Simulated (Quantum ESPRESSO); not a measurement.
# Moments of CaMnO3 from a parallel start, part 2 of 2

Wanted: the size of the moments of CaMnO3 in the parallel state.

Quantum ESPRESSO 7.5; PBEsol with U = 4 eV on Mn d (ortho-atomic projectors); plane waves with GBRV 1.5 PBEsol potentials, no spin-orbit coupling.

So far, absolute magnetization (μB): step 2 (run 1 (ferro +)) 3.67.

### Step 3. Start 2: no spin polarisation

pw.in reads:

```
&CONTROL
  calculation = 'scf'
  prefix = 'pwscf'
  outdir = './tmp'
  pseudo_dir = './pseudo'
  disk_io = 'nowf'
  tprnfor = .true.
  tstress = .true.
/
&SYSTEM
  ibrav = 0
  nat = 5
  ntyp = 3
  ecutwfc = 50
  ecutrho = 350
  nbnd = 31
  occupations = 'smearing'
  smearing = 'mv'
  degauss = 0.01984463
/
&ELECTRONS
  conv_thr = 1d-08
  electron_maxstep = 150
  mixing_beta = 0.3
  startingwfc = 'atomic'
/
ATOMIC_SPECIES
Ca     40.0780 ca_pbesol_v1.uspp.F.UPF
Mn     54.9380 mn_pbesol_v1.5.uspp.F.UPF
O      15.9990 o_pbesol_v1.2.uspp.F.UPF
CELL_PARAMETERS bohr
   7.1842020436    0.0000000000    0.0000000000
   0.0000000000    7.1842020436    0.0000000000
   0.0000000000    0.0000000000    7.1842020436
ATOMIC_POSITIONS crystal
Ca      0.5000000000    0.5000000000    0.5000000000
Mn      0.0000000000    0.0000000000    0.0000000000
O       0.5000000000    0.0000000000    0.0000000000
O       0.0000000000    0.5000000000    0.0000000000
O       0.0000000000    0.0000000000    0.5000000000
K_POINTS automatic
6 6 6 0 0 0
HUBBARD {ortho-atomic}
U Mn-3d 4.0000
```

Command:

```sh
$ OMP_NUM_THREADS=1 mpirun -n 2 pw.x -nk 2 -in pw.in > pw.out
```

Log:

```text
[banner, memory and clock lines left out]
Program PWSCF v.7.5 starts

     Message from routine setup:
     using ibrav=0 with symmetry is DISCOURAGED, use correct ibrav instead

     bravais-lattice index     =            0
     lattice parameter (alat)  =       7.1842  a.u.
     unit-cell volume          =     370.7965 (a.u.)^3
     number of atoms/cell      =            5
     number of atomic types    =            3
     number of electrons       =        43.00
     number of Kohn-Sham states=           31
     kinetic-energy cutoff     =      50.0000  Ry
     charge density cutoff     =     350.0000  Ry
     scf convergence threshold =      1.0E-08
     mixing beta               =       0.3000
     number of iterations used =            8  plain     mixing
     Exchange-correlation= SLA  PW   PSX  PSC
                           (   1   4  10   8   0   0   0)
     Hubbard projectors: ortho-atomic
     Hubbard parameters of DFT+U (Dudarev formulation) in eV:
     U(Mn-3d) =  4.0000

     Internal variables: lda_plus_u =T, lda_plus_u_kind = 0

     Internal variables: orbital_resolved =F, hub_pot_fix =F, apply_U = F

     celldm(1)=   7.184202  celldm(2)=   0.000000  celldm(3)=   0.000000
     celldm(4)=   0.000000  celldm(5)=   0.000000  celldm(6)=   0.000000

     crystal axes: (cart. coord. in units of alat)
               a(1) = (   1.000000   0.000000   0.000000 )
               a(2) = (   0.000000   1.000000   0.000000 )
               a(3) = (   0.000000   0.000000   1.000000 )

     reciprocal axes: (cart. coord. in units 2 pi/alat)
               b(1) = (  1.000000  0.000000  0.000000 )
               b(2) = (  0.000000  1.000000  0.000000 )
               b(3) = (  0.000000  0.000000  1.000000 )

     PseudoPot. # 1 for Ca read from file:
     ca_pbesol_v1.uspp.F.UPF
     Pseudo is Ultrasoft + core correction, Zval = 10.0

     PseudoPot. # 2 for Mn read from file:
     mn_pbesol_v1.5.uspp.F.UPF
     Pseudo is Ultrasoft + core correction, Zval = 15.0

     PseudoPot. # 3 for O  read from file:
     o_pbesol_v1.2.uspp.F.UPF
     Pseudo is Ultrasoft + core correction, Zval =  6.0

     atomic species   valence    mass     pseudopotential
     Ca               10.00    40.07800     Ca( 1.00)
     Mn               15.00    54.93800     Mn( 1.00)
     O                 6.00    15.99900     O ( 1.00)

     48 Sym. Ops., with inversion, found

   Cartesian axes

     site n.     atom                  positions (alat units)
         1        Ca     tau(   1) = (   0.5000000   0.5000000   0.5000000  )
         2        Mn     tau(   2) = (   0.0000000   0.0000000   0.0000000  )
         3        O      tau(   3) = (   0.5000000   0.0000000   0.0000000  )
         4        O      tau(   4) = (   0.0000000   0.5000000   0.0000000  )
         5        O      tau(   5) = (   0.0000000   0.0000000   0.5000000  )

     number of k points=    20  Marzari-Vanderbilt smearing, width (Ry)=  0.0198
                       cart. coord. in units 2pi/alat
        k(    1) = (   0.0000000   0.0000000   0.0000000), wk =   0.0092593
        k(    2) = (   0.0000000   0.0000000   0.1666667), wk =   0.0555556
        k(    3) = (   0.0000000   0.0000000   0.3333333), wk =   0.0555556
        k(    4) = (   0.0000000   0.0000000  -0.5000000), wk =   0.0277778
        k(    5) = (   0.0000000   0.1666667   0.1666667), wk =   0.1111111
        [... 15 further k-points ...]

     Dense  grid:    40843 G-vectors     FFT dimensions: (  45,  45,  45)

     Smooth grid:    17773 G-vectors     FFT dimensions: (  36,  36,  36)

     Check: negative core charge=   -0.000008

     Initial potential from superposition of free atoms

     starting charge      42.4947, renormalised to      43.0000

     STARTING HUBBARD OCCUPATIONS:

     =================== HUBBARD OCCUPATIONS ===================
     ------------------------ ATOM    2 ------------------------
     Tr[ns(  2)] =   5.00000
     [... lines left out ...]
     Number of occupied Hubbard levels =    5.0000

     Atomic wfc used for Hubbard projectors are orthogonalized

     Starting wfcs are   35 atomic wfcs

     Self-consistent Calculation

     iteration #  1     ecut=    50.00 Ry     beta= 0.30
     Davidson diagonalization with overlap
     ethr =  1.00E-02,  avg # of iterations =  2.0

     =================== HUBBARD OCCUPATIONS ===================
     ------------------------ ATOM    2 ------------------------
     Tr[ns(  2)] =   3.96352
     [... lines left out ...]
     Number of occupied Hubbard levels =    3.9635

     total energy              =    -381.98400366 Ry
     estimated scf accuracy    <       2.45811010 Ry

     iteration #  2     ecut=    50.00 Ry     beta= 0.30
     Davidson diagonalization with overlap
     ethr =  5.72E-03,  avg # of iterations =  2.0

     total energy              =    -381.85148124 Ry
     estimated scf accuracy    <       5.14837580 Ry

     [... further iterations left out ...]

     iteration # 13     ecut=    50.00 Ry     beta= 0.30
     Davidson diagonalization with overlap
     ethr =  2.20E-09,  avg # of iterations =  1.9

     total energy              =    -382.61107603 Ry
     estimated scf accuracy    <       0.00000007 Ry

     iteration # 14     ecut=    50.00 Ry     beta= 0.30
     Davidson diagonalization with overlap
     ethr =  1.61E-10,  avg # of iterations =  1.8

     End of self-consistent calculation

     =================== HUBBARD OCCUPATIONS ===================
     ------------------------ ATOM    2 ------------------------
     Tr[ns(  2)] =   5.34217
     [... lines left out ...]
     Number of occupied Hubbard levels =    5.3422
     [... lines left out ...]
     the Fermi energy is    10.2088 ev

!    total energy              =    -382.61107605 Ry
     estimated scf accuracy    <          1.4E-09 Ry
     smearing contrib. (-TS)   =      -0.00863923 Ry
     internal energy E=F+TS    =    -382.60243682 Ry

     The total energy is F=E-TS. E is the sum of the following terms:
     one-electron contribution =    -172.92933533 Ry
     hartree contribution      =     107.86673808 Ry
     xc contribution           =     -59.45299139 Ry
     ewald contribution        =    -258.40955407 Ry
     Hubbard energy            =       0.32270589 Ry

     convergence has been achieved in  14 iterations

     Forces acting on atoms (cartesian axes, Ry/au):

     atom    1 type  1   force =     0.00000000    0.00000000    0.00000000
     atom    2 type  2   force =     0.00000000    0.00000000    0.00000000
     atom    3 type  3   force =     0.00000000    0.00000000    0.00000000
     atom    4 type  3   force =     0.00000000    0.00000000    0.00000000
     atom    5 type  3   force =     0.00000000    0.00000000    0.00000000

     Total force =     0.000000     Total SCF correction =     0.000000

     Computing stress (Cartesian axis) and pressure

          total   stress  (Ry/bohr**3)                   (kbar)     P=     -149.68
  -0.00101749   0.00000000   0.00000000         -149.68        0.00        0.00
   0.00000000  -0.00101749   0.00000000            0.00     -149.68        0.00
   0.00000000   0.00000000  -0.00101749            0.00        0.00     -149.68
```

It took 19 s on 2 MPI ranks of Intel Xeon Platinum 8488C (Sapphire Rapids), shared host; peak memory 0.25 GiB.

Read from the output:

```yaml
smearing_term_ts: 0.1175 eV
pressure: -14.97 GPa
final_state: non-magnetic (no spin polarisation)
```

### Step 4. The states side by side

An order is kept where moments of 0.15 μB or more survive with the typed signs; meshes match where a doubled cell samples the same k points as the first cell.

Orders:

| start | final state | typed order kept | energy over the lowest (meV a seeded atom) | largest site moment (μB) | net moment (μB a cell of the first run) | mesh matched | CPU time (s) |
| --- | --- | --- | --- | --- | --- | --- | --- |
| ferro + | ferromagnetic | yes | 0 | 2.791 | 3.291 | yes | 75.44 |
| no spin polarisation | non-magnetic | - | 2608 | 0 | 0 | yes | 38.23 |

### Step 5. Occupations of the corrected shells in the lowest state

Occupations of the Hubbard shells:

| block | type | shell | spin | electrons | occupation numbers |
| --- | --- | --- | --- | --- | --- |
| 2 | Mn | 3d | up | 4.104 | 0.554 0.554 0.998 0.998 0.998 |
| 2 | Mn | 3d | down | 0.9467 | 0.131 0.131 0.131 0.278 0.278 |

### Step 6. What came out

| Property | Result |
| --- | --- |
| state found | ferromagnetic (from ferro +) |
| largest site moment | 2.79 μB |
| state without moments (under the same U) | 2608 meV a seeded atom higher |

**Reading.** Under a U the spinless run pays the Hubbard penalty of a partly filled shell, so its energy overstates what forming the moments gains. No opposed start was run, so this says nothing of the order that the crystal takes. The smearing is not Fermi–Dirac, so its width is no temperature. In another run degenerate orbitals of a corrected shell are partly filled, so under the U its energy may be too high.

[Logs and program files are shortened in this print: banners, set-up blocks, solver, clock and traceback lines can be left out without a mark of their own.]

[Logs are printed without paths, hosts, clocks, repeated set-up lines and the standing remarks that a program may print on its own settings, such as how far it seeks lower states.]

[Hosts, paths, dates, database ids (printed as entryN), source tags and the programs' standing remarks are cut or masked in the printed files.]

[Where a cell is said to come from a database of computed structures, the database is the Materials Project.]
